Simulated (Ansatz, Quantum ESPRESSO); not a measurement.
# YHf (Pm-3m): phonons by linear response, part 2 of 2

Aim: the phonon dispersion of YHf (Pm-3m), checked by a second program.

Quantum ESPRESSO 7.5; DFT LDA, scalar-relativistic, plane waves, JTH PAW pseudopotentials.

So far. Step 7 (Dispersion): The path dips to 94i cm⁻¹. Step 9 (Modes with the sum rule): The rule moves no optical mode by more than 0.1 cm⁻¹. The relaxed cell has a = 3.647 Å (conventional setting).

The structure was built from a prototype and need not be the compound's stable phase.

## Step 12: The dispersion under another sum rule (asr no)

The sum rule corrects the force constants themselves, so it can shift branches at any wavevector, low ones most.

matdyn.in

```
&input
   asr = 'no'
   flfrc = 'x.fc'
   flfrq = 'x.freq'
   flvec = 'x.modes'
   q_in_band_form = .true.
   q_in_cryst_coord = .true.
/
8
  0.0000000   0.0000000   0.0000000   8  ! GAMMA
  0.0000000   0.5000000   0.0000000   8  ! X
  0.5000000   0.5000000   0.0000000   8  ! M
  0.0000000   0.0000000   0.0000000   8  ! GAMMA
  0.5000000   0.5000000   0.5000000   8  ! R
  0.0000000   0.5000000   0.0000000   1  ! X
  0.5000000   0.5000000   0.5000000   8  ! R
  0.5000000   0.5000000   0.0000000   1  ! M
```

Launch:

```sh
$ matdyn.x -in matdyn.in > matdyn.out
```

It took 0.45 s on 1 thread of Arm Neoverse V1, shared host.

Read from the output:

```yaml
lowest_frequency_on_the_path: -93.54 cm⁻¹
```

At the labelled points the branches move by no more than 2.0 cm⁻¹.

## Step 13: A changed mass

Force constants don't depend on the masses, so an isotope effect costs no new response.

matdyn.in

```
&input
   asr = 'simple'
   flfrc = 'x.fc'
   flfrq = 'x.freq'
   flvec = 'x.modes'
   q_in_band_form = .true.
   q_in_cryst_coord = .true.
   amass(1) = 178.49
   amass(2) = 177.812
/
8
  0.0000000   0.0000000   0.0000000   8  ! GAMMA
  0.0000000   0.5000000   0.0000000   8  ! X
  0.5000000   0.5000000   0.0000000   8  ! M
  0.0000000   0.0000000   0.0000000   8  ! GAMMA
  0.5000000   0.5000000   0.5000000   8  ! R
  0.0000000   0.5000000   0.0000000   1  ! X
  0.5000000   0.5000000   0.5000000   8  ! R
  0.5000000   0.5000000   0.0000000   1  ! M
```

Launch:

```sh
$ matdyn.x -in matdyn.in > matdyn.out
```

It took 0.45 s on 1 thread.

This step gave:

| Quantity | Value |
| --- | --- |
| lowest frequency on the path | -86.25 cm⁻¹ |

Matdyn.x, sum rule simple. Phonon branches along the path, in cm⁻¹:

```csv
point,branch 1,branch 2,branch 3,branch 4,branch 5,branch 6
Γ,0,0,0,121,121,121
halfway,-10,36,36,105,108,108
X,-18,73,73,78,78,86
halfway,-68,-45,65,85,94,103
M,-86,-86,55,91,105,105
halfway,-58,48,50,82,99,112
Γ,0,0,0,121,121,121
halfway,-41,-41,22,86,98,98
R,-58,-58,-58,64,64,64
halfway,-74,-44,45,69,89,100
X,-18,73,73,78,78,86
jump to R,-58,-58,-58,64,64,64
halfway,-77,-77,49,60,90,90
M,-86,-86,55,91,105,105
```

The top of the path falls from 148 to 121 cm⁻¹, a ratio of 0.82; a mode of that atom alone would give 0.71.

## Step 14: The same in Ansatz

The same cell goes through another code, with its own cutoff. The potentials differ. Its k mesh is centred on Γ.

This step: DFT LDA, scalar-relativistic, plane waves, PseudoDojo norm-conserving pseudopotentials (Ansatz 0.2.0).

input.yaml

```yaml
crystal:
  lattice:
    - [3.647002944, 0.0, 0.0]
    - [0.0, 3.647002944, 0.0]
    - [0.0, 0.0, 3.647002944]
  atoms:
    - { symbol: Hf, position: [0.0, 0.0, 0.0] }
    - { symbol: "Y", position: [0.5, 0.5, 0.5] }
kpoints:
  mp_grid: { grid: [8, 8, 8] }
hamiltonian:
  xc: lda
  pseudopotentials: { kind: nc, accuracy: standard }
scf:
  occupations: { method: gaussian, width: 0.27211 }
output:
  eigenvalues: true
phonons:
  method: dfpt
  qmesh: [2, 2, 2]
  temperatures: { t_max: 1000, t_step: 50 }
  qpath:
    path:
      - [[0.0, 0.0, 0.0], [0.0, 0.5, 0.0], [0.5, 0.5, 0.0], [0.0, 0.0, 0.0], [0.5, 0.5, 0.5], [0.0, 0.5, 0.0]]
      - [[0.5, 0.5, 0.5], [0.5, 0.5, 0.0]]
    npoints: 12
```

Launch:

```sh
$ ansatz run input.yaml --threads 4 --pin off --max-ram 8192MiB --backend cpu --events-out ev --progress --plain --runs-dir out
```

It took 52 s on 4 threads; peak memory 1 GiB; 3.4 min of CPU time.

Read from the output:

| Property | Result |
| --- | --- |
| sum-rule residual before enforcement | 2.32e-4 eV/Å² |
| lowest frequency on the path | -93.71 cm⁻¹ |
| share of modes beyond 3i cm⁻¹ on the dense interpolated mesh | 0.2818 |
| highest optical zone-centre mode (no LO-TO term) | 147.6 cm⁻¹ |
| lowest optical zone-centre mode | 147.6 cm⁻¹ |
| lowest mode on the q mesh (acoustic ones at the zone centre apart) | -93.71 cm⁻¹ |

## Step 15: The two compared: QE JTH and Ansatz, PseudoDojo

Numbers from this step:

| Property | Result |
| --- | --- |
| root-mean-square difference | 1.34 cm⁻¹ |
| largest difference | 5.01 cm⁻¹ |
| root-mean-square difference on the path | 1 cm⁻¹ |
| largest difference on the path | 4.9 cm⁻¹ |

The 12 of 21 modes that differ most. Frequencies side by side:

```
q (reciprocal lattice)  mode  QE JTH (cm⁻¹)  Ansatz, PseudoDojo (cm⁻¹)
                 0 0 0     4          148.4                      147.6
                 0 0 0     5          148.4                      147.6
                 0 0 0     6          148.4                      147.6
              0 0 -0.5     1         -18.13                     -23.14
              0 0 -0.5     4            103                      102.3
              0 0 -0.5     5            103                      102.3
           0 -0.5 -0.5     5          137.1                      136.2
           0 -0.5 -0.5     6          137.1                      136.2
        -0.5 -0.5 -0.5     1         -58.41                     -59.83
        -0.5 -0.5 -0.5     2         -58.41                     -59.83
        -0.5 -0.5 -0.5     3         -58.41                     -59.83
        -0.5 -0.5 -0.5     4          90.07                      89.51
```

At the solved wavevectors the largest difference (acoustic modes at Γ apart) is 3 % of the highest mode, but 28 % of the mode at 18i cm⁻¹ on which it sits.

## Step 16: What came out

- space group after relaxation: Pm-3m
- volume per atom: 24.3 Å³
- highest optical zone-centre mode (no LO-TO term): 148.4 cm⁻¹
- q mesh: 2×2×2
- lowest mode on the q mesh (acoustic ones at the zone centre apart): -93.5 cm⁻¹
- imaginary modes on the q mesh: yes
- largest difference from Ansatz, PseudoDojo: 5.01 cm⁻¹

YHf (Pm-3m) is unstable: a mode solved on the 2×2×2 mesh is imaginary, 94i cm⁻¹; its spectrum reaches 148 cm⁻¹. At the LDA level the optical modes of YHf (Pm-3m) at the zone centre lie at 148 cm⁻¹. The most unstable solved mode lies at q = (0, -0.5, -0.5), on the zone boundary, so the distortion that it points to doubles the cell. QE JTH and Ansatz, PseudoDojo differ by 1.3 cm⁻¹ in the root mean square and by 5.0 cm⁻¹ at most, 3.4 % of the highest mode compared (acoustic modes at Γ left out; ph.x's values are those before the sum rule); the two use different potentials, and the cell was not relaxed for the second set. These are harmonic frequencies at zero temperature: anharmonic shifts and linewidths and thermal expansion are left out. Spin-orbit coupling is left out, which can matter for the heavy elements here. In a metal the frequencies hang on the k mesh and the smearing, most of all near Kohn anomalies. The runs are without spin polarisation, although the cell has an odd electron count or an open d or f shell, so a magnetic state was not tested. The q mesh stands for a supercell only 7.3 Å across, so branches between the solved wavevectors are rough. The structure is a hypothetical one, built on a prototype.

[Host names and launcher messages were left out of these logs when they were recorded.]

[Logs are printed without paths, hosts, clocks, repeated set-up lines and the standing remarks that a program may print on its own settings, such as how far it seeks lower states.]

[Hosts, paths, dates, database ids (printed as entryN), source tags and the programs' standing remarks are cut or masked in the printed files.]
